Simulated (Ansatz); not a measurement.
# ZnSe (Stilleite, F-43m): zone-centre modes under pressure

Aim: how do the optical modes of ZnSe (Stilleite, F-43m) move with volume?

Calculated with Ansatz 0.2.0; DFT LDA, scalar-relativistic, plane waves, PAW; PAW set soft_1.

### 1. The structure

The structure is cubic, space group F-43m (No. 216). The conventional cell has a = 5.668 Å, b = 5.668 Å, c = 5.668 Å, α = 90.00°, β = 90.00°, γ = 90.00°. Zn has 4 Se at 2.45 Å nearest. Nearest to Se lie 4 Zn at 2.45 Å. Farther neighbours and most contacts between anions are not listed.

### 2. Bringing the structure to rest

Harmonic phonons are second derivatives at a point where the forces vanish, and they are wanted at zero stress, so atoms and cell are relaxed first.

input.yaml

```yaml
crystal:
  lattice:
    - [0.0, 2.8338, 2.8338]
    - [2.8338, 0.0, 2.8338]
    - [2.8338, 2.8338, 0.0]
  atoms:
    - { symbol: Zn, position: [0.0, 0.0, 0.0] }
    - { symbol: Se, position: [0.75, 0.75, 0.75] }
kpoints:
  mp_grid: { grid: [8, 8, 8] }
hamiltonian:
  xc: lda
  pseudopotentials: { kind: paw, azcp: { folder: soft_1 }, xc_functional: pbe }
scf:
  occupations: { method: gaussian, width: 0.02 }
output:
  forces: true
  stress: true
  eigenvalues: true
relax:
  adjacent_minimum: "off"
  f_tol: 0.005
  max_steps: 80
  cell: { stress_tol: 0.05 }
```

The run is started by

```sh
> ansatz run input.yaml --threads 4 --pin off --max-ram 10240MiB --backend cpu --events-out ev --progress --plain --runs-dir out
```

Numbers of over 12 decimals in the logs are rounded to 6 here.

The log of the run:

```text
Engine: ansatz 0.2.0, x86_64-unknown-linux-gnu
Pseudopotentials: kind: paw
Pseudopotential: Zn, paw, valence charge 12, recommended cutoff 420 eV (normal), soft_1/Zn.paw.azcp
Pseudopotential: Se, paw, valence charge 16, recommended cutoff 420 eV (normal), soft_1/Se.paw.azcp
Functional definition: SPW92
  exchange = slater_x
  correlation = pw_c
Crystal: 2 atoms, lattice volume = 45.513 Å³
Basis set: ecut = 420 eV, 893 PW (Γ)
Bands: 18, of which v1, the nominal top of the filled ones, is band 14 counted from 1 (13 counted from 0)
Symmetry: 24 space group operations
Space group: F-43m (ITA 216), of the structure as read, at distance tolerance 3.6e-5 Å
k-points: 29 of 512 (time reversal used)
Non-local potential: Zn, projectors of the file, l = 0: 2, l = 1: 2, l = 2: 3, l = 3: 1
Non-local potential: Se, projectors of the file, l = 0: 2, l = 1: 2, l = 2: 3, l = 3: 1
PAW form: soft (Blöchl's): semilocal exchange-correlation on the pseudo side does not see the compensation charge
PAW frozen core: Zn, regenerated for the run's functional, and the local potential with it (the file was generated under x = pbe(κ = 0.804, μ = 0.219515), c = pbe(β = 0.066725))
PAW frozen core: Se, regenerated for the run's functional, and the local potential with it (the file was generated under x = pbe(κ = 0.804, μ = 0.219515), c = pbe(β = 0.066725))
PAW one-centre angular grid: Zn, 590 points (default); XC on 64 Gauss nodes
PAW one-centre angular grid: Se, 590 points (default); XC on 64 Gauss nodes
Initial density: superposition of atomic densities (chi_scale 0.1, normalization cell, long waves kept (reshape's long-wave potential 0.00 eV rms))
Initial wavefunctions: pseudopotential atomic-orbital guess
Functional: x = slater, c = lda
SCF iter   1: F=—  HF=-8631.193118 eV  |F-HF|=—  |Δ(HF+E_count)|=         —  Δρ=5.91e-2  dr2=1.02e0  ethr=3.10e-3  ⟨swp⟩=6.0  Hψ=2823  notcnv=0
preconditioner: auto → none  [insulator: Δε(μ)=0.970 eV  Ē_g=12.766 eV  σ=0.020 eV  W_gap=1.00  n_scr=14 (ndim 8)  ℏωp=23.4 eV  f_vac=0.060  D(μ)=0.00/eV (n_scr^D=0)  ε∞_Penn≈4.3]
SCF iter   2: F=—  HF=-8630.931880 eV  |F-HF|=—  |Δ(HF+E_count)|=   2.61e-1  Δρ=2.61e-2  dr2=1.99e-1  ethr=3.10e-3  ⟨swp⟩=3.0  Hψ=1208  notcnv=0
SCF iter   3: F=—  HF=-8630.841630 eV  |F-HF|=—  |Δ(HF+E_count)|=   9.03e-2  Δρ=1.14e-2  dr2=3.08e-2  ethr=7.10e-4  ⟨swp⟩=2.1  Hψ=1096  notcnv=0
SCF iter   4: F=—  HF=-8630.833767 eV  |F-HF|=—  |Δ(HF+E_count)|=   7.86e-3  Δρ=2.82e-3  dr2=2.01e-3  ethr=1.10e-4  ⟨swp⟩=2.1  Hψ=1107  notcnv=0
SCF iter   5: F=—  HF=-8630.833977 eV  |F-HF|=—  |Δ(HF+E_count)|=   2.10e-4  Δρ=1.07e-3  dr2=3.38e-4  ethr=7.16e-6  ⟨swp⟩=2.0  Hψ=899  notcnv=0
SCF iter   6: F=—  HF=-8630.834058 eV  |F-HF|=—  |Δ(HF+E_count)|=   8.06e-5  Δρ=5.72e-5  dr2=1.14e-6  ethr=1.21e-6  ⟨swp⟩=2.4  Hψ=928  notcnv=0
SCF iter   7: F=—  HF=-8630.834059 eV  |F-HF|=—  |Δ(HF+E_count)|=   9.93e-7  Δρ=1.94e-5  dr2=1.51e-7  ethr=3.57e-10  ⟨swp⟩=6.7  Hψ=2973  notcnv=0
SCF iter   8: F=-8630.834059 eV  HF=-8630.834059 eV  |F-HF|=6.51e-9  |Δ(HF+E_count)|=   5.63e-8  Δρ=6.50e-6  dr2=9.93e-9  ethr=3.57e-10  ⟨swp⟩=4.5  Hψ=1749  notcnv=0
SCF 1 converged in 8 iterations: F = -8630.834059 eV  dr2 = 9.93e-9
  greatest PAW one-centre occupation: 1.000 electrons in one spin orbital (limit 2), on the Se atom at site 1 (counted from 0), in its partial waves of l = 2
relax step   1: F+E_penalty+E_count = -8630.83405861 eV  Δ(F+E_penalty+E_count) = +0.000e0 eV  max|allowed force component| = 1.284e-16 eV/Å  Δτ_max = 0.0000 Å  P = -3.400 GPa  Ω = 45.513 Å³  (8 SCF iters, dr2 threshold 1.00e-7 eV, accepted)
Crystal: 2 atoms, lattice volume = 43.679 Å³
Basis set: ecut = 420 eV, 869 PW (Γ)
Initial density: handed on by an earlier stage of this run
Initial wavefunctions: those handed on with the density
iter 1 solved again at ethr=3.73e-6 eV; its pass at ethr=3.10e-3 eV (dr2=1.04e-3 eV) is discarded
SCF iter   1: F=—  HF=-8630.859865 eV  |F-HF|=—  |Δ(HF+E_count)|=         —  Δρ=1.41e-3  dr2=1.03e-3  ethr=3.73e-6  ⟨swp⟩=2.7  Hψ=3471  notcnv=0
preconditioner: auto → none  [insulator: Δε(μ)=1.195 eV  Ē_g=12.093 eV  σ=0.020 eV  W_gap=1.00  n_scr=14 (ndim 8)  ℏωp=23.8 eV  f_vac=0.088  D(μ)=0.00/eV (n_scr^D=0)  ε∞_Penn≈4.9]
SCF iter   2: F=—  HF=-8630.859547 eV  |F-HF|=—  |Δ(HF+E_count)|=   3.19e-4  Δρ=7.16e-4  dr2=1.56e-4  ethr=3.67e-6  ⟨swp⟩=2.9  Hψ=861  notcnv=0
SCF iter   3: F=—  HF=-8630.859529 eV  |F-HF|=—  |Δ(HF+E_count)|=   1.79e-5  Δρ=5.16e-4  dr2=7.28e-5  ethr=5.59e-7  ⟨swp⟩=2.0  Hψ=756  notcnv=0
SCF iter   4: F=—  HF=-8630.859497 eV  |F-HF|=—  |Δ(HF+E_count)|=   3.15e-5  Δρ=8.28e-5  dr2=1.45e-6  ethr=2.60e-7  ⟨swp⟩=2.0  Hψ=754  notcnv=0
SCF iter   5: F=-8630.859497 eV  HF=-8630.859497 eV  |F-HF|=8.69e-9  |Δ(HF+E_count)|=   4.67e-8  Δρ=1.05e-5  dr2=3.86e-8  ethr=7.14e-10  ⟨swp⟩=6.1  Hψ=2492  notcnv=0
SCF 2 converged in 5 iterations: F = -8630.859497 eV  dr2 = 3.86e-8
relax step   2: F+E_penalty+E_count = -8630.85949722 eV  Δ(F+E_penalty+E_count) = -2.544e-2 eV  max|allowed force component| = 3.701e-17 eV/Å  Δτ_max = 0.0000 Å  P = -0.866 GPa  Ω = 43.679 Å³  energy of the carried Pulay correction = +4.408e-4 eV  (5 SCF iters, dr2 threshold 2.00e-7 eV, accepted)
Crystal: 2 atoms, lattice volume = 43.085 Å³
iter 1 solved again at ethr=5.19e-7 eV; its pass at ethr=3.10e-3 eV (dr2=1.45e-4 eV) is discarded
SCF iter   1: F=—  HF=-8630.861142 eV  |F-HF|=—  |Δ(HF+E_count)|=         —  Δρ=4.84e-4  dr2=1.14e-4  ethr=5.19e-7  ⟨swp⟩=3.4  Hψ=3406  notcnv=0
preconditioner: auto → none  [insulator: Δε(μ)=1.252 eV  Ē_g=12.155 eV  σ=0.020 eV  W_gap=1.00  n_scr=14 (ndim 8)  ℏωp=24.0 eV  f_vac=0.088  D(μ)=0.00/eV (n_scr^D=0)  ε∞_Penn≈4.9]
SCF iter   2: F=—  HF=-8630.861107 eV  |F-HF|=—  |Δ(HF+E_count)|=   3.46e-5  Δρ=2.38e-4  dr2=1.81e-5  ethr=4.09e-7  ⟨swp⟩=1.5  Hψ=649  notcnv=0
SCF iter   3: F=—  HF=-8630.861105 eV  |F-HF|=—  |Δ(HF+E_count)|=   2.39e-6  Δρ=1.59e-4  dr2=6.42e-6  ethr=6.46e-8  ⟨swp⟩=2.0  Hψ=769  notcnv=0
SCF iter   4: F=-8630.861102 eV  HF=-8630.861102 eV  |F-HF|=4.75e-8  |Δ(HF+E_count)|=   2.82e-6  Δρ=2.65e-5  dr2=1.59e-7  ethr=7.14e-10  ⟨swp⟩=4.3  Hψ=2694  notcnv=0
SCF 3 converged in 4 iterations: F = -8630.861102 eV  dr2 = 1.59e-7
relax step   3: F+E_penalty+E_count = -8630.86110187 eV  Δ(F+E_penalty+E_count) = -1.605e-3 eV  max|allowed force component| = 2.978e-17 eV/Å  Δτ_max = 0.0000 Å  P = +0.091 GPa  Ω = 43.085 Å³  energy of the carried Pulay correction = +5.874e-4 eV  (4 SCF iters, dr2 threshold 2.00e-7 eV, accepted)
[...]
relax step   4: F+E_penalty+E_count = -8630.86110361 eV  Δ(F+E_penalty+E_count) = -1.738e-6 eV  max|allowed force component| = 4.510e-17 eV/Å  Δτ_max = 0.0000 Å  P = -0.002 GPa  Ω = 43.141 Å³  energy of the carried Pulay correction = +5.735e-4 eV  (4 SCF iters, dr2 threshold 2.07e-8 eV, accepted)
Initial wavefunctions: pseudopotential atomic-orbital guess (no wavefunctions were taken with the density)
iter 1 solved again at ethr=1.11e-7 eV; its pass at ethr=3.10e-3 eV (dr2=3.11e-5 eV) is discarded
SCF iter   1: F=—  HF=-8630.860507 eV  |F-HF|=—  |Δ(HF+E_count)|=         —  Δρ=9.13e-5  dr2=1.14e-6  ethr=1.11e-7  ⟨swp⟩=3.4  Hψ=4457  notcnv=0
preconditioner: auto → none  [insulator: Δε(μ)=1.247 eV  Ē_g=12.143 eV  σ=0.020 eV  W_gap=1.00  n_scr=14 (ndim 8)  ℏωp=24.0 eV  f_vac=0.093  D(μ)=0.00/eV (n_scr^D=0)  ε∞_Penn≈4.9]
SCF iter   2: F=—  HF=-8630.860506 eV  |F-HF|=—  |Δ(HF+E_count)|=   9.30e-7  Δρ=1.08e-4  dr2=2.16e-6  ethr=4.08e-9  ⟨swp⟩=2.0  Hψ=913  notcnv=0
SCF iter   3: F=—  HF=-8630.860506 eV  |F-HF|=—  |Δ(HF+E_count)|=   7.07e-7  Δρ=8.26e-5  dr2=1.73e-6  ethr=4.08e-9  ⟨swp⟩=2.0  Hψ=756  notcnv=0
SCF iter   4: F=—  HF=-8630.860505 eV  |F-HF|=—  |Δ(HF+E_count)|=   8.98e-7  Δρ=5.17e-6  dr2=5.99e-9  ethr=4.08e-9  ⟨swp⟩=2.0  Hψ=754  notcnv=0
SCF iter   5: F=—  HF=-8630.860505 eV  |F-HF|=—  |Δ(HF+E_count)|=  8.71e-10  Δρ=1.27e-6  dr2=3.01e-10  ethr=2.14e-11  ⟨swp⟩=2.1  Hψ=771  notcnv=0
SCF iter   6: F=-8630.860505 eV  HF=-8630.860505 eV  |F-HF|=1.82e-12  |Δ(HF+E_count)|=  4.18e-11  Δρ=1.35e-7  dr2=3.16e-12  ethr=1.00e-12  ⟨swp⟩=4.7  Hψ=2716  notcnv=0
SCF 5 converged in 6 iterations: F = -8630.860505 eV  dr2 = 3.16e-12
relax step   5: F+E_penalty+E_count = -8630.86050545 eV  Δ(F+E_penalty+E_count) = +5.982e-4 eV  max|allowed force component| = 5.002e-17 eV/Å  Δτ_max = 0.0000 Å  P = -0.001 GPa  Ω = 43.141 Å³  stress off target by 1.32e-3 GPa  SCF on the basis re-selected at this cell (its energy is not comparable with the rows above)  (6 SCF iters)
basis re-selected at this cell: Δ(F+E_penalty+E_count) = +5.982e-4 eV, ΔP = +0.000 GPa vs the last step (what re-selecting the basis moved, of the pressure what is left beyond the Pulay correction that the steps carried, after the strain that the cell walked since its last selection, with what the two solves' SCF thresholds leave and, on support functions, any second-order correction that the steps lacked; it is no m [...]
SCF converged after 6 iterations
Free energy (F): -8630.860505 eV
Harris-Foulkes:  -8630.860505 eV  (|F-HF|=1.82e-12)
Internal energy: -8630.860505 eV  (E = F + TS)
E sigma→0 (E₀):  -8630.860505 eV
Fermi energy:    7.581289 eV
--- Per-component energies (eV) ---
  E_band       = -384.550068
  E_kinetic    = 260.690699
  E_local      = -4768.654486  (includes V_loc(G=0)·N_el)
  E_nonlocal   = 471.746359
  E_hartree    = 2205.772137
  E_xc         = -163.143351
  E_vxc        = -143.022940  (∫ρ·V_xc dr)
  E_paw        = -3871.107932  (= ΣΔE_a)
  E_vpaw       = -616.853433  (= ΣTr[D̂ρ^β])
  E_aug_tail   = -0.000619  (compensation charges beyond the density's cutoff)
  E_ewald      = -2769.937817
  E_core_change = 3.774503  (= ΣΔE_core)
  E_smearing   = -0.000000  (= −TS)
  E_closure    = -0.000000  (closes the sum)
  Σ components = -8630.860505   (vs F -8630.860505, Δ=0.00e0)
--- Forces (eV/Å), atoms counted from 1 ---
  atom   1  Zn    -0.00000000     0.00000000     0.00000000
  atom   2  Se     0.00000000     0.00000000    -0.00000000
  max |Σ_I F_I| component: 9.43e-17 eV/Å
--- Stress (GPa, compression-positive) ---
       -0.001325      -0.000000       0.000000
       -0.000000      -0.001325       0.000000
       -0.000000       0.000000      -0.001325
  P = ⅓ Tr σ = -0.0013 GPa (-0.013 kbar)
--- Band table (eV; the first three rows and the last of 29) ---
  k-point 0: bands = [... 10 lower, 0.5018, 6.9580, 6.9580, 6.9580, 8.2043, 12.6540, 12.6540, 12.6540]
  k-point 1: bands = [... 10 lower, 0.5000, 5.5432, 6.7882, 6.7882, 9.2300, 12.6069, 12.9272, 12.9272]
  k-point 2: bands = [... 10 lower, 0.5015, 3.7030, 6.4295, 6.4295, 9.6493, 13.3241, 13.3241, 13.5120]
  k-point 28: bands = [... 10 lower, 0.8476, 1.9407, 3.9332, 4.0000, 12.3062, 12.6439, 13.8860, 14.5191]
--- Relaxed structure (4 steps of the walk, 4 accepted, 1 SCFs on fresh bases) ---
  F+E_penalty+E_count = -8630.86050545 eV   max|allowed force component| = 5.002e-17 eV/Å   (the final SCF, on the basis selected at the relaxed cell)
  cell:  # Å, volume = 43.1406 Å³
    - [0, 2.783675, 2.783675]
    - [2.783675, 0, 2.783675]
    - [2.783675, 2.783675, 0]
  atoms:
    - { symbol: Zn, position: [0, 0, 0] }
    - { symbol: Se, position: [0.75, 0.75, 0.75] }
```

Elapsed: 7 s, on 4 threads of Intel Xeon at 2.70GHz, shared host; peak memory 0.39 GiB.

Relaxation path:

```
step  energy less that of the first step (eV)  largest force component (eV/Å)  pressure (GPa)  volume (Å³)
   1                                   0.0000                          0.0000           -3.40        45.51
   2                                  -0.0254                          0.0000           -0.87        43.68
   3                                  -0.0270                          0.0000            0.09        43.08
   4                                  -0.0270                          0.0000            0.00        43.14
  5*                                  -0.0264                          0.0000            0.00        43.14
```

Relaxation steps marked * repeat the geometry before them on a plane-wave basis chosen anew for their cell, so energy and pressure can jump there.

Forces are held to the 24 operations that the run works with; a distortion that breaks them can't arise in this run.

```
conventional cell, symmetrised  before  after  change
                         a (Å)   5.668  5.567  -1.8 %
                         b (Å)   5.668  5.567  -1.8 %
                         c (Å)   5.668  5.567  -1.8 %
              volume (Å³/atom)   22.76  21.57  -5.2 %
```

The relaxed structure:

```cif
data_structure
_symmetry_space_group_name_H-M 'P 1'
_symmetry_Int_Tables_number 1
_cell_length_a 3.9367
_cell_length_b 3.9367
_cell_length_c 3.9367
_cell_angle_alpha 60.000
_cell_angle_beta 60.000
_cell_angle_gamma 60.000
_cell_volume 43.14
loop_
_atom_site_label
_atom_site_type_symbol
_atom_site_fract_x
_atom_site_fract_y
_atom_site_fract_z
_atom_site_occupancy
Zn1 Zn 0.00000 0.00000 0.00000 1
Se2 Se 0.75000 0.75000 0.75000 1
```

This step gave:

```yaml
pressure: -0.001325 GPa
gap_on_the_k_mesh: 1.246 eV
volume_per_atom: 21.57 Å³
```

In this step the volume went from 22.76 to 21.57 Å³/atom.

### 3. Tight relaxation

A first tight relaxation and response on 8×8×8 k points, not shown, drew a warning on the mesh, so the tight relaxation is repeated on 12×12×12 points.

input.yaml, the sections that differ from step 2:

```yaml
crystal:
  lattice:
    - [0.0, 2.7836754274, 2.7836754274]
    - [2.7836754274, 0.0, 2.7836754274]
    - [2.7836754274, 2.7836754274, 0.0]
  atoms:
    - { symbol: Zn, position: [0.0, 0.0, 0.0] }
    - { symbol: Se, position: [0.75, 0.75, 0.75] }
kpoints:
  mp_grid: { grid: [12, 12, 12] }
scf:
  occupations: { method: fixed }
relax:
  adjacent_minimum: "off"
  f_tol: 0.001
  max_steps: 60
  cell: { stress_tol: 0.01 }
# hamiltonian, output: as in step 2
```

The log of the run:

```text
[...]
Crystal: 2 atoms, lattice volume = 43.141 Å³
Basis set: ecut = 420 eV, 869 PW (Γ)
Bands: 18, of which v1, the nominal top of the filled ones, is band 14 counted from 1 (13 counted from 0)
Symmetry: 24 space group operations
[...]
k-points: 72 of 1728 (time reversal used)
[...]
k-point 71: bands = [... 10 lower, 0.8476, 1.9404, 3.9327, 3.9994, 12.3058, 12.6434, 13.8858, 14.5188]
--- Relaxed structure (1 steps of the walk, 1 accepted, 1 SCFs on fresh bases) ---
[...]
cell:  # Å, volume = 43.1406 Å³
    - [0.0, 2.7836754274, 2.7836754274]
    - [2.7836754274, 0.0, 2.7836754274]
    - [2.7836754274, 2.7836754274, 0.0]
  atoms:
    - { symbol: Zn, position: [0.0, 0.0, 0.0] }
    - { symbol: Se, position: [0.750000, 0.750000, 0.750000] }
[key lines of the parts left out:]
SCF converged after 6 iterations
Free energy (F): -8630.861497 eV
Fermi energy:    6.957139 eV
P = ⅓ Tr σ = -0.0024 GPa (-0.024 kbar)
```

Wall time 4.6 s (4 threads); peak memory 0.43 GiB.

Little changed from the start: no atom moved by 0.005 Å and no cell edge by 0.1 %.

This step gave:

* pressure: -0.002380 GPa
* gap on the k-mesh: 1.247 eV

The forces vanish by symmetry and the pressure is -0.002 GPa, within the tolerances set. The cell now holds 21.57 Å³/atom.

[end of part 1 of 3]

[Logs are printed without paths, hosts, clocks, repeated set-up lines and the standing remarks that a program may print on its own settings, such as how far it seeks lower states.]

[Hosts, paths, dates, database ids (printed as entryN), source tags and the programs' standing remarks are cut or masked in the printed files.]
